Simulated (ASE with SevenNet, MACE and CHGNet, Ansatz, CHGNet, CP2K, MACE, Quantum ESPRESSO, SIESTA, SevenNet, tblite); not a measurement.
## Na+ TFSI- in propylene carbonate and ethylene carbonate at 330 K (114 atoms) in machine-learned potentials

How do the settings of machine-learned potentials change the result for Na+ TFSI- in propylene carbonate and ethylene carbonate at 330 K (114 atoms)? A plane-wave run serves as the yardstick.

Main program and level: ASE with SevenNet, MACE and CHGNet; the method is named at each step.

## 1. Set-up

The cell holds 114 atoms: 2 N, 4 S, 29 O, 29 C, 12 F, 36 H and 2 Na. Cell: a = 11.218 Å, b = 11.218 Å, c = 11.218 Å, α = 90.0°, β = 90.0°, γ = 90.0°. 4 propylene carbonate, 3 ethylene carbonate, 2 Na+, 2 TFSI- placed at random, at 1.5 g/cm³; overlaps pushed apart, then 10 ps at 550 K with Joung-Cheatham ions (J. Phys. Chem. B 112, 9020 (2008)); MMFF94 bonds, angles, torsions, charges and radii (Halgren, J. Comput. Chem. 17, 490 (1996)) in harmonic and 12-6 forms; charges of ions scaled by 0.8. Snapshot after 30 ps at 330 K and fixed volume. Then every atom was moved at random, 0.05 Å r.m.s. a Cartesian component (hydrogen 0.6 of that).

The yardstick, on the same geometry:

- method: Kohn-Sham DFT, PBE, SSSP efficiency 1.3.0 pseudopotentials, plane waves (Quantum ESPRESSO 7.5); sssp-pbe-1.3.0-efficiency, cutoffs 60/480 Ry, Γ point
- r.m.s. force component: 3.083 eV/Å
- longest force: 18.82 eV/Å
- pressure: 6.287 GPa
- gap (highest filled to lowest empty level): 3.766 eV
- time: 2.8 min on 4 MPI ranks of Arm Neoverse V2, shared host
- CPU time: 11 min

## 2. SevenNet l3i5 potential

Method: machine-learned interatomic potential SevenNet l3i5, trained on PBE(+U) plane-wave data.

run.py reads:

```python
import numpy as np
from ase.io import read
import mlip  # loads the published weights by name

atoms = read("structure.xyz")
atoms.calc = mlip.calc("7net-l3i5")
energy = atoms.get_potential_energy()
forces = atoms.get_forces()
print(f"energy {energy:.6f} eV")
print("forces (eV/A)")
for i, (a, f) in enumerate(zip(atoms, forces)):
    print(f"{i:4d} {a.symbol:2s} {f[0]:10.5f} {f[1]:10.5f} {f[2]:10.5f}")
stress = -atoms.get_stress(voigt=False) * 160.21766
print("stress (GPa, compression positive)")
for row in stress:
    print(" ".join(f"{x:10.4f}" for x in row))
```

structure.xyz reads:

```xyz
114
Lattice="11.21847 0.00000 0.00000 0.00000 11.21847 0.00000 0.00000 0.00000 11.21847" Properties=species:S:1:pos:R:3 pbc="T T T"
N 5.14008 5.92694 4.95049
S 6.20269 6.67364 3.90403
O 7.41990 6.69417 4.45844
O 5.69887 7.73693 3.23238
C 6.16343 5.34190 2.66315
F 5.17923 4.57657 2.82234
F 5.91752 5.74543 1.40063
F 7.31411 4.65948 2.58159
S 6.08748 4.99155 5.88768
O 7.09142 4.39315 5.37836
O 5.23398 4.17462 6.69518
C 6.68037 6.28167 7.08009
F 5.89407 7.47958 6.94749
F 7.99518 6.54945 6.90732
F 6.79054 5.79961 8.41296
N 8.62611 0.63182 7.54913
S 9.91578 10.74483 7.93157
O 10.07430 9.55926 7.26575
O 10.11087 10.48366 9.33388
C 0.07101 0.78024 7.61297
F 0.13855 0.81648 6.13392
F 0.00101 2.00396 7.93258
F 1.29843 0.25937 7.82185
S 7.44188 10.84759 7.50729
O 7.40385 9.87080 6.40664
O 6.28818 0.43214 7.49540
C 7.31175 9.82155 9.10289
F 6.11216 9.33130 9.32019
F 7.67175 10.51137 10.19624
F 7.96321 8.74424 9.11523
C 0.04678 4.49692 5.04326
C 1.54198 4.63749 4.40415
C 1.47198 3.62648 3.28342
O 1.78060 2.35341 4.00039
C 2.52629 2.66663 5.11394
O 3.14364 1.88549 5.81969
O 2.42846 4.10484 5.38464
H 10.45247 5.00434 4.43758
H 11.12132 3.50185 5.36636
H 0.19307 5.18686 6.00009
H 1.85239 5.60508 4.14680
H 0.58325 3.56321 2.82773
H 2.30124 3.70008 2.62557
C 3.74057 10.09068 6.27685
C 3.01855 9.15741 5.36232
C 2.86845 9.55264 4.05492
O 1.62556 8.64720 3.73418
C 1.00058 8.29707 4.90460
O 11.21735 7.90420 5.02543
O 1.79630 8.87594 5.90383
H 4.64972 10.46784 5.69472
H 2.97592 10.98827 6.28100
H 3.82662 9.76523 7.33026
H 3.65229 8.13418 5.34392
H 2.43026 10.46986 3.98805
H 3.48087 9.34173 3.33233
[... 54 atom lines left out ...]
H 7.78304 2.52943 0.66638
H 8.28103 1.89132 10.38426
Na 8.88985 8.45637 5.55303
Na 4.73879 2.01719 7.64483
```

Launch:

```
> OMP_NUM_THREADS=1 python run.py > output.txt
```

The program printed:

```text
energy -658.469238 eV
forces (eV/A)
   0 N     1.31885    0.51083   -0.34013
   1 S    -6.08722   -5.76179    0.00173
   2 O     8.35540    1.48176    2.80883
   3 O    -2.69702    5.50659   -2.63594
   4 C     2.12574    1.93909   -2.30223
   5 F    -3.96277   -4.39765    1.89388
   6 F     0.55028    1.93784   -1.67524
   7 F     1.14261   -0.73105    0.48618
   8 S   -12.84169    7.13890    6.24056
   9 O    12.62122   -7.19652   -6.40944
  10 O    -1.22592   -0.62949    0.99734
  11 C     0.51893    0.29529    1.87114
  12 F     1.64784   -1.80503    1.13488
  13 F     0.20511    1.05106   -1.00813
  14 F    -1.83064    0.77299   -0.96334
  15 N     2.94601   -1.76726    0.74738
  16 S     0.42593    4.67720    4.11926
  17 O     0.41691   -3.99771   -4.48144
  18 O    -0.03476    1.45186    0.94627
  19 C     1.64976   -2.21198   -5.27871
  20 F    -0.86996   -0.11519    1.28381
  21 F    -0.71484    2.40471    1.85145
  22 F    -0.10467   -0.35643    1.69769
  23 S    -1.14448   -1.40195   -1.82575
[...]
106 C     0.43768    5.38845    0.13236
 107 O     1.50748   -1.83150    0.88513
 108 H     1.79434    0.46687    2.01295
 109 H    -0.04909    1.25412    1.19646
 110 H    -0.35548   -0.13197    0.89204
 111 H     0.13496   -1.85303   -1.65026
 112 Na    0.13338   -0.62354    0.09529
 113 Na   -0.24195    0.31134    0.19129
stress (GPa, compression positive)
    6.6210    -0.7148    -0.5713
   -0.7148     4.9830     0.0882
   -0.5713     0.0882     4.2643
```

Run time: 9.7 s. Hardware: 1 thread of Arm Neoverse V2, shared host; peak memory 1.9 GiB.

Banners, paths, timers and routine set-up lines are dropped from the logs unmarked, and long logs keep their key lines alone; longer cuts are marked.

Against the reference:

| Property | Result |
| --- | --- |
| r.m.s. force component | 2.96 eV/Å |
| r.m.s. difference of force components | 353.3 meV/Å |
| longest difference of force vectors | 2893 meV/Å |
| force difference over r.m.s. force | 11.46 % |
| slope of forces against the reference's | 0.9542 |
| correlation of force components | 0.994 |
| pressure | 5.289 GPa |
| pressure difference | -0.9973 GPa |

Length of the force difference by element (eV/Å):

```csv
element,atoms,mean,most
C,29,0.58,1.3
F,12,0.25,0.51
H,36,0.13,0.28
N,2,0.28,0.39
Na,2,0.10,0.10
O,29,0.49,2.6
S,4,1.6,2.9
```

Local excerpt of 11 atoms (numbers count through the whole input) about C48, which bears the longest force; x, y, z are measured from there.

```csv
atom,x,y,z,distance (Å),Fx,Fy,Fz (eV/Å)
C48,0.00,0.00,0.00,0.00,14.77,8.47,-2.14
O49,-1.00,-0.39,0.12,1.08,-14.44,-6.67,1.95
O47,0.62,0.35,-1.17,1.37,0.70,-0.30,-0.71
O50,0.80,0.58,1.00,1.40,-2.81,-1.47,0.86
C45,2.02,0.86,0.46,2.24,5.36,-3.40,3.87
C46,1.87,1.26,-0.85,2.41,-6.28,-1.40,0.33
H54,2.65,-0.16,0.44,2.69,-0.99,1.44,-0.11
H55,1.43,2.17,-0.92,2.76,-0.85,3.02,-0.28
H41,0.85,-2.69,-0.76,2.92,0.49,1.48,-0.41
H82,0.45,-1.81,2.37,3.02,-0.42,0.79,-0.86
H56,2.48,1.04,-1.57,3.12,4.12,-1.34,-3.75
```

Atoms are counted from 1 here, from 0 in the log.

Forces lie 11 % from the reference's, at 0.014 times its CPU time (on 1 against 4 cores).

The difference per atom is largest on S (1.6 eV/Å on average, against 0.58 on C).

## 3. MACE MP-0b2 small potential

Method: machine-learned interatomic potential MACE MP-0b2 small, trained on PBE(+U) plane-wave data.

run.py, as its differences from that of step 2:

```diff
@@ -5,3 +5,3 @@
 atoms = read("structure.xyz")
-atoms.calc = mlip.calc("7net-l3i5")
+atoms.calc = mlip.calc("mace-mp-0b2-small")
 energy = atoms.get_potential_energy()
```

structure.xyz is that of step 2.

The program printed:

```text
energy -657.399226 eV
forces (eV/A)
   0 N     0.91403    0.46672   -0.32879
   1 S    -5.92925   -4.87642   -0.28859
   2 O     8.49585    1.52771    2.61242
   3 O    -2.69567    5.16064   -2.56048
   4 C     2.23831    1.50764   -2.31961
   5 F    -4.02593   -4.36427    1.89846
   6 F     0.59269    2.09085   -1.63362
   7 F     1.07366   -0.68807    0.48437
   8 S   -13.06807    6.65042    6.82293
   9 O    12.76380   -7.48810   -6.38230
  10 O    -1.12394   -0.29999    0.79604
  11 C     0.59080    0.47383    1.94814
  12 F     1.41263   -1.77104    1.08003
  13 F     0.47514    0.96509   -0.91329
  14 F    -1.88193    0.61648   -1.14400
  15 N     3.33994   -1.54158    0.80819
  16 S     0.00662    4.81735    3.77952
  17 O     0.45556   -4.09559   -4.63679
  18 O     0.03622    1.55598    1.35221
  19 C     1.22950   -2.54152   -4.71217
  20 F    -0.74368   -0.07650    1.15177
  21 F    -0.63221    2.49680    1.68372
  22 F     0.12293   -0.29108    1.51040
  23 S    -0.90598   -1.93359   -1.64372
[...]
106 C     0.35827    5.24233    0.36178
 107 O     1.20009   -1.96079    0.98730
 108 H     1.76809    0.46982    2.14354
 109 H    -0.04814    1.16305    1.27396
 110 H    -0.39167   -0.06596    0.86576
 111 H     0.07465   -2.04313   -1.69965
 112 Na    0.01269   -0.40064    0.13194
 113 Na   -0.04126    0.28679    0.23508
stress (GPa, compression positive)
    7.9785    -0.5652    -0.3604
   -0.5652     5.8223    -0.0948
   -0.3604    -0.0948     4.8487
```

Wall time 6 s (1 thread); peak memory 0.71 GiB.

Numbers from this run, and their distance from the reference:

```yaml
r_m_s_force_component: 2.937 eV/Å
r_m_s_difference_of_force_components: 361.3 meV/Å
longest_difference_of_force_vectors: 2900 meV/Å
force_difference_over_r_m_s_force: 11.72 %
slope_of_forces_against_the_reference_s: 0.9469
correlation_of_force_components: 0.994
pressure: 6.216 GPa
pressure_difference: -0.0702 GPa
```

Against the first run (11 %), the force difference from the reference is 12 %, at 0.62 times the CPU time.

The difference per atom is largest on S (1.9 eV/Å on average, against 0.64 on O).

## 4. CHGNet r2SCAN potential

Method: machine-learned interatomic potential CHGNet r2SCAN, trained on r2SCAN plane-wave data.

run.py, as its differences from that of step 3:

```diff
@@ -5,3 +5,3 @@
 atoms = read("structure.xyz")
-atoms.calc = mlip.calc("mace-mp-0b2-small")
+atoms.calc = mlip.calc("chgnet-r2scan")
 energy = atoms.get_potential_energy()
```

structure.xyz is that of step 3.

The program printed:

```text
CHGNet vr2scan initialized with 412,525 parameters
CHGNet will run on cpu
energy -755.615540 eV
forces (eV/A)
   0 N     0.71687    0.28229    0.01412
   1 S    -5.52121   -4.30654    0.64575
   2 O     7.57982    0.85711    2.78979
   3 O    -2.40209    4.85448   -2.48419
   4 C     2.38104    1.38617   -2.30893
   5 F    -3.70797   -3.90062    1.76250
   6 F     0.53002    1.64837   -1.37531
   7 F     0.99764   -0.66156    0.41868
   8 S   -13.12425    6.86802    5.75970
   9 O    12.66523   -7.24873   -6.40142
  10 O    -0.68768   -0.17661    0.48490
  11 C     1.09406    0.82890    2.16544
  12 F     1.52919   -1.86180    0.94778
  13 F    -0.41573    0.77635   -1.06517
  14 F    -1.69458    0.77561   -1.33220
  15 N     2.52064   -1.74412    0.69141
  16 S    -0.33905    4.87313    3.52251
  17 O     0.33521   -3.72282   -3.69802
  18 O    -0.19909    0.89540    0.55318
  19 C     1.35807   -3.09500   -4.34157
  20 F    -0.78526    0.09847    1.15326
  21 F    -0.29980    2.68268    1.44508
  22 F    -0.09726    0.05161    1.31673
  23 S    -0.53960   -1.50724   -1.90994
[...]
106 C     0.39551    4.37099    0.84022
 107 O     0.99291   -2.20423    1.23439
 108 H     1.94880    0.49342    2.41705
 109 H    -0.06093    1.09001    0.98547
 110 H    -0.13911   -0.11344    0.56185
 111 H     0.09415   -1.75472   -1.60023
 112 Na   -0.01140   -0.33684    0.07392
 113 Na   -0.07285    0.25320    0.13045
stress (GPa, compression positive)
    5.6284    -0.3071    -0.3110
   -0.3071     3.8666     0.3536
   -0.3110     0.3536     2.3673
```

The job ended after 3.9 s (1 thread; peak memory 1.7 GiB).

Numbers from this run, and their distance from the reference:

| Property | Result |
| --- | --- |
| r.m.s. force component | 2.713 eV/Å |
| r.m.s. difference of force components | 558 meV/Å |
| longest difference of force vectors | 2947 meV/Å |
| force difference over r.m.s. force | 18.1 % |
| slope of forces against the reference's | 0.8707 |
| correlation of force components | 0.9896 |
| pressure | 3.954 GPa |
| pressure difference | -2.333 GPa |

Against the first run (11 %), the force difference from the reference is 18 %, at 0.41 times the CPU time; this potential was trained at another functional than the reference's.

## 5. All runs compared

Differences are against the plane-wave reference, forces as r.m.s. over components; share is that over the reference's r.m.s. force, slope the least-squares factor from reference forces to these. Total energies of different programs have different zeros and aren't compared.

```csv
run,"Δ force, r.m.s. (meV/Å)",share (%),slope,Δ pressure (GPa),cores,CPU time,memory (GiB)
reference,-,-,-,-,4,11 min,3.8
SevenNet l3i5 potential,353,11.5,0.954,-0.997,1,9.7 s,1.9
MACE MP-0b2 small potential,361,11.7,0.947,-0.0702,1,6 s,0.71
CHGNet r2SCAN potential,558,18.1,0.871,-2.33,1,3.9 s,1.7
```

Times of the machine-learned potentials are mostly Python's start and the loading of weights.

CPU time is summed over cores on a shared host, where runs went side by side, so it is rough. Symmetry, cutoffs, thresholds, outputs and thread counts weren't matched or tuned between programs; memory under MPI is the largest rank's times the ranks.

## 6. Summary of results

| Property | Result |
| --- | --- |
| nearest in forces | SevenNet l3i5 potential, 11 % |
| its CPU time | 9.7 s |

In words: Machine-learned potentials differ by 11 % (SevenNet l3i5 potential) to 18 % (CHGNet r2SCAN potential); they were trained on other programs' data, some at another functional. Forces of 3.1 eV/Å r.m.s. are well above thermal ones: they come largely from the bond lengths of the classical model and from the random displacements, and they dominate the comparison. The reference's pressure holds the uncorrected Pulay stress of its 60 Ry basis, so small pressure differences, and their order, may be the reference's own error. Machine-learned potentials mimic data converged in k, so the reference's own k-point error enters their differences. The network of contacts between molecules at the start is that of the classical potential that made the cell, and needn't be the one that DFT or experiment would give. The reference's PBE has no dispersion term, which matters for the binding between molecules or layers. The electronic-structure runs sample only Γ, in a cell whose shortest periodic width is 11 Å.

[Also dropped from logs without a mark: logging warnings of Python, and SIESTA's first energy breakdown and zero terms.]

[Logs are printed without paths, hosts, clocks, repeated set-up lines and the standing remarks that a program may print on its own settings, such as how far it seeks lower states.]

[Hosts, paths, dates, database ids (printed as entryN), source tags and the programs' standing remarks are cut or masked in the printed files.]

[The MMFF94 radii named for the starting cell were scaled by 0.96; in molecules described by MMFF94, hydrogen bound to N, O or S took a small fixed 12-6 site in their place.]
